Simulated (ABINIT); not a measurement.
**Quasiparticle gap of KMgF3 (Pm-3m) in ABINIT**

Wanted: ground state, empty states, screening and self-energy for KMgF3 (Pm-3m).

Method: PBE and many-body steps on it, plane waves, in ABINIT 10.8.3.

## (1) Set-up

It takes space group Pm-3m (No. 221, cubic). Conventional cell: a = 3.986 Å, b = 3.986 Å, c = 3.986 Å, α = 90.00°, β = 90.00°, γ = 90.00°. K has 12 F at 2.82 Å nearest. Nearest to Mg lie 6 F at 1.99 Å. Nearest to F lie 2 Mg at 1.99 Å and 4 K at 2.82 Å. Farther neighbours and most contacts between anions are not listed.

The cell and positions come from the Crystallography Open Database and are kept as given unless a step says otherwise.

## (2) Ground state

This step: ABINIT 10.8.3; DFT, PBE, plane waves, norm-conserving pseudopotentials.

The ground-state density comes first.

run.abi

```
acell 3*1.0 Angstrom
rprim 
  3.985900000000 0.000000000000 0.000000000000
  0.000000000000 3.985900000000 0.000000000000
  0.000000000000 0.000000000000 3.985900000000
ntypat 3
znucl 19 12 9
natom 5
typat 1 2 3 3 3
xred 
  0.500000000000 0.500000000000 0.500000000000
  0.000000000000 0.000000000000 0.000000000000
  0.500000000000 0.000000000000 0.000000000000
  0.000000000000 0.500000000000 0.000000000000
  0.000000000000 0.000000000000 0.500000000000
pp_dirpath "pseudos"
pseudos "K.upf, Mg.upf, F.upf"
ecut 38
ngkpt 6 6 6
nshiftk 1
shiftk 0 0 0
kptopt 1
chksymbreak 0
nband 26
occopt 1
tolvrs 1e-10
nstep 60
prtwf 0
optforces 0
optstress 0
indata_prefix "in"
outdata_prefix "out"
tmpdata_prefix "tmp"
```

On the command line:

```console
> OMP_NUM_THREADS=1 mpirun -n 4 abinit run.abi > log
```

Numbers of over 12 decimals in the logs are rounded to 6 here.

Log:

```text
.Version 10.8.3 of ABINIT. v10.8.2 released Aug 2026.

 Symmetries : space group Pm -3 m (#221); Bravais cP (primitive cubic)
================================================================================
 Values of the parameters that define the memory need of the present run
     intxc =       0    ionmov =       0      iscf =       7    lmnmax =       6
     lnmax =       6     mgfft =      45  mpssoang =       3    mqgrid =    3001
     natom =       5  nloc_mem =       1    nspden =       1   nspinor =       1
    nsppol =       1      nsym =      48    n1xccc =    2501    ntypat =       3
    occopt =       1   xclevel =       2
-    mband =          26        mffmem =           1         mkmem =           5
       mpw =        4801          nfft =       91125          nkpt =          20
================================================================================
  Rough estimation (10% accuracy) of disk space for files :
================================================================================

--------------------------------------------------------------------------------
------------- Echo of variables that govern the present computation ------------
--------------------------------------------------------------------------------
 -outvars: echo values of preprocessed input variables --------
            acell      1.8897261259E+00  1.8897261259E+00  1.8897261259E+00 Bohr

      chksymbreak           0
             ecut      3.80000000E+01 Hartree
-          fftalg         312

              ixc     -101130
              kpt      0.00000000E+00  0.00000000E+00  0.00000000E+00
                       1.66666667E-01  0.00000000E+00  0.00000000E+00
                       3.33333333E-01  0.00000000E+00  0.00000000E+00
                       5.00000000E-01  0.00000000E+00  0.00000000E+00
                       1.66666667E-01  1.66666667E-01  0.00000000E+00
                       3.33333333E-01  1.66666667E-01  0.00000000E+00
                       5.00000000E-01  1.66666667E-01  0.00000000E+00
                       3.33333333E-01  3.33333333E-01  0.00000000E+00
                       5.00000000E-01  3.33333333E-01  0.00000000E+00
   [... 9 further rows ...]
                       5.00000000E-01  5.00000000E-01  3.33333333E-01
                       5.00000000E-01  5.00000000E-01  5.00000000E-01
         kptrlatt        6    0    0      0    6    0      0    0    6
          kptrlen      4.51935562E+01
P           mkmem           5
            natom           5
            nband          26
            ngfft          45      45      45
             nkpt          20
            nstep          60
             nsym          48
           ntypat           3
              occ      2.000000  2.000000  2.000000  2.000000  2.000000  2.000000
                       2.000000  2.000000  2.000000  2.000000  2.000000  2.000000
                       2.000000  2.000000  2.000000  2.000000  2.000000  2.000000
                       2.000000  2.000000  0.000000  0.000000  0.000000  0.000000
                       0.000000  0.000000
        optforces           0
        optstress           0
            prtwf           0
            rprim      3.9859000000E+00  0.0000000000E+00  0.0000000000E+00
[...]
spgroup         221

           tolvrs      1.00000000E-10

             xred      5.0000000000E-01  5.0000000000E-01  5.0000000000E-01
[...]
znucl       19.00000   12.00000    9.00000

================================================================================

 chkinp: Checking input parameters for consistency.

================================================================================
== DATASET  1 ==================================================================
-   mpi_nproc: 4, omp_nthreads: 1 (-1 if OMP is not activated)

--- !DatasetInfo
iteration_state: {dtset: 1, }
dimensions: {natom: 5, nkpt: 20, mband: 26, nsppol: 1, nspinor: 1, nspden: 1, mpw: 4801, }
cutoff_energies: {ecut:  38.0, pawecutdg:  -1.0, }
electrons: {nelect:   4.00000000E+01, charge:   0.00000000E+00, occopt:   1.00000000E+00, tsmear:   1.00000000E-02, }

 Real(R)+Recip(G) space primitive vectors, cartesian coordinates (Bohr,Bohr^-1):
 R(1)=  7.5322594  0.0000000  0.0000000  G(1)=  0.1327623  0.0000000  0.0000000
 R(2)=  0.0000000  7.5322594  0.0000000  G(2)=  0.0000000  0.1327623  0.0000000
 R(3)=  0.0000000  0.0000000  7.5322594  G(3)=  0.0000000  0.0000000  0.1327623
 Unit cell volume ucvol=  4.2734222E+02 bohr^3
 Angles (23,13,12)=  9.00000000E+01  9.00000000E+01  9.00000000E+01 degrees

 getcut: wavevector=  0.0000  0.0000  0.0000  ngfft=  45  45  45
         ecut(hartree)=     38.000   => boxcut(ratio)=   2.10509

--- Pseudopotential description ------------------------------------------------
- K Generated using ONCVPSP code by D. R. Hamann
- 19.00000   9.00000  171031                  znucl, zion, pspdat
12 -101130 2 -1 2222                          pspcod,pspxc,lmax,lloc,mmax
     nproj     2     2     2
  pspatm : epsatm=    8.42413758
         --- l  ekb(1:nproj) -->
[...]
pspatm: atomic psp has been read  and splines computed

- Mg Generated using ONCVPSP code by D. R. Hamann
- 12.00000  10.00000  171031                  znucl, zion, pspdat
12 -101130 1 -1 1510                          pspcod,pspxc,lmax,lloc,mmax
     nproj     2     2     0
  pspatm : epsatm=    9.22893308
         --- l  ekb(1:nproj) -->
[...]
pspatm: atomic psp has been read  and splines computed

- F Generated using ONCVPSP code by D. R. Hamann
-  9.00000   7.00000  171031                  znucl, zion, pspdat
12 -101130 2 -1 832                           pspcod,pspxc,lmax,lloc,mmax
     nproj     2     2     1
  pspatm : epsatm=    4.87625608
         --- l  ekb(1:nproj) -->
[...]
2   -2.441503
 pspatm: atomic psp has been read  and splines computed

   1.29127356E+03                                ecore*ucvol(ha*bohr**3)
--------------------------------------------------------------------------------

_setup2: Arith. and geom. avg. npw (full set) are    4783.282    4783.267

================================================================================

--- !BeginCycle
iteration_state: {dtset: 1, }
solver: {iscf: 7, nstep: 60, nline: 4, wfoptalg: 0, }
tolerances: {tolvrs: 1.00E-10, }

     iter   Etot(hartree)      deltaE(h)  residm     vres2
 ETOT  1  -163.55526943779    -1.636E+02 8.362E-02 5.301E+02
 ETOT  2  -163.63340071615    -7.813E-02 1.782E-02 3.212E+02
 ETOT  3  -163.75806503791    -1.247E-01 4.209E-03 1.653E+01
 ETOT  4  -163.76187722171    -3.812E-03 5.080E-03 1.993E-01
 ETOT  5  -163.76188956426    -1.234E-05 7.122E-04 2.114E-02
 ETOT  6  -163.76189049445    -9.302E-07 3.042E-03 2.963E-03
 ETOT  7  -163.76189067933    -1.849E-07 4.627E-04 1.291E-04
 ETOT  8  -163.76189069890    -1.957E-08 2.363E-04 2.146E-06
 ETOT  9  -163.76189069903    -1.227E-10 2.916E-04 6.085E-08
 ETOT 10  -163.76189069904    -1.145E-11 1.463E-04 1.927E-09
 ETOT 11  -163.76189069905    -1.083E-11 1.719E-04 1.066E-10
 ETOT 12  -163.76189069905    -3.126E-12 8.621E-05 7.549E-13

 At SCF step   12       vres2   =  7.55E-13 < tolvrs=  1.00E-10 =>converged.

--- !ResultsGS
iteration_state: {dtset: 1, }
comment   : Summary of ground state results
lattice_vectors:
- [  7.5322594,   0.0000000,   0.0000000, ]
- [  0.0000000,   7.5322594,   0.0000000, ]
- [  0.0000000,   0.0000000,   7.5322594, ]
lattice_lengths: [   7.53226,    7.53226,    7.53226, ]
lattice_angles: [ 90.000,  90.000,  90.000, ] # degrees, (23, 13, 12)
lattice_volume:   4.2734222E+02
convergence: {deltae: -3.126E-12, res2:  7.549E-13, residm:  8.621E-05, diffor:  0.000E+00, }
etotal    :  -1.63761891E+02
entropy   :   0.00000000E+00
fermie    :   3.03224315E-02
cartesian_stress_tensor: null
pressure_GPa: null
xred      :
- [  5.0000E-01,   5.0000E-01,   5.0000E-01,  K]
- [  0.0000E+00,   0.0000E+00,   0.0000E+00, Mg]
- [  5.0000E-01,   0.0000E+00,   0.0000E+00,  F]
- [  0.0000E+00,   5.0000E-01,   0.0000E+00,  F]
- [  0.0000E+00,   0.0000E+00,   5.0000E-01,  F]
cartesian_forces: null
force_length_stats: {min: null, max: null, mean: null, }

 Integrated electronic density in atomic spheres:
 ------------------------------------------------
 Atom  Sphere_radius  Integrated_density
[...]
================================================================================

 ----iterations are completed or convergence reached----

 Mean square residual over all n,k,spin=   24.116E-08; max=  86.214E-06
 reduced coordinates (array xred) for    5 atoms
       0.500000000000      0.500000000000      0.500000000000
       0.000000000000      0.000000000000      0.000000000000
       0.500000000000      0.000000000000      0.000000000000
       0.000000000000      0.500000000000      0.000000000000
       0.000000000000      0.000000000000      0.500000000000
 rms dE/dt=  0.0000E+00; max dE/dt=  0.0000E+00; dE/dt below (all hartree)
    1       0.000000000000      0.000000000000      0.000000000000
    2       0.000000000000      0.000000000000      0.000000000000
    3       0.000000000000      0.000000000000      0.000000000000
    4       0.000000000000      0.000000000000      0.000000000000
    5       0.000000000000      0.000000000000      0.000000000000

 cartesian coordinates (angstrom) at end:
    1      1.992950     1.992950     1.992950
    2      0.000000     0.000000     0.000000
    3      1.992950     0.000000     0.000000
    4      0.000000     1.992950     0.000000
    5      0.000000     0.000000     1.992950
 length scales=  1.889726125908  1.889726125908  1.889726125908 bohr
              =  1.000000000000  1.000000000000  1.000000000000 angstroms
 prteigrs : about to open file out_EIG
 Fermi (or HOMO) energy (hartree) =   0.03032   Average Vxc (hartree)=  -0.36156
 Eigenvalues (hartree) for nkpt=  20  k points:
 kpt#   1, nband= 26, wtk=  0.00463, kpt=  0.0000  0.0000  0.0000 (reduced coord)
  -2.57305   -1.35221   -1.35221   -1.35221   -0.91146   -0.70617   -0.68220   -0.68220
  -0.30477   -0.30477   -0.30477   -0.05792   -0.05792   -0.05792    0.00754    0.00754
   0.00754    0.01835    0.01835    0.01835    0.30056    0.40210    0.40210    0.48035
   0.48035    0.48035
 prteigrs : prtvol=0 or 1, do not print more k-points.

--- !EnergyTerms
iteration_state     : {dtset: 1, }
comment             : Components of total free energy in Hartree
kinetic             :  9.32337936666614E+01
hartree             :  4.93592468036625E+01
xc                  : -3.11789107569498E+01
Ewald energy        : -1.00018335275160E+02
psp_core            :  3.02163817822198E+00
local_psp           : -1.56444680899318E+02
non_local_psp       : -2.17346424161696E+01
total_energy        : -1.63761890699052E+02
total_energy_eV     : -4.45618806018402E+03
band_energy         : -2.13551125587157E+01

== END DATASET(S) ==============================================================
================================================================================

 -outvars: echo values of variables after computation  --------
           etotal     -1.6376189070E+02
            nband          26
             nkpt          20
          spgroup         221
 [... the other variables as echoed above ...]

 Calculation completed.
```

Run time: 27 s. Hardware: 4 MPI ranks of Arm Neoverse V2, shared host; peak memory 0.35 GiB; 1.8 min of CPU time.

This step gave:

```
total energy               : -4456.1881 eV
gap                        : 7.354 eV
k of the valence top       : 0.5, 0.5, 0.5
k of the conduction bottom : 0, 0, 0
least direct gap           : 7.679 eV
```

The gap is indirect, with the least direct gap 0.33 eV higher.

(Continued in part 2 of 3.)

[Paths, hosts, dates, memory and timing lines, banners, echoed tables and standing remarks are left out of the program output.]

[Logs are printed without paths, hosts, clocks, repeated set-up lines and the standing remarks that a program may print on its own settings, such as how far it seeks lower states.]

[Runs of the session that timed out or met a known fault of the program may be left out.]

[Hosts, paths, dates, database ids (printed as entryN), source tags and the programs' standing remarks are cut or masked in the printed files.]

[G0W0 gaps are taken among the corrected bands and points alone; a level outside them can change the order at an edge.]

[Where Ansatz stands beside ABINIT at settings called matched, ABINIT's density can come from a denser mesh and the files from another edition; pairs whose starting gaps differed by over 0.03 eV were left out, so agreement reads better than it is.]
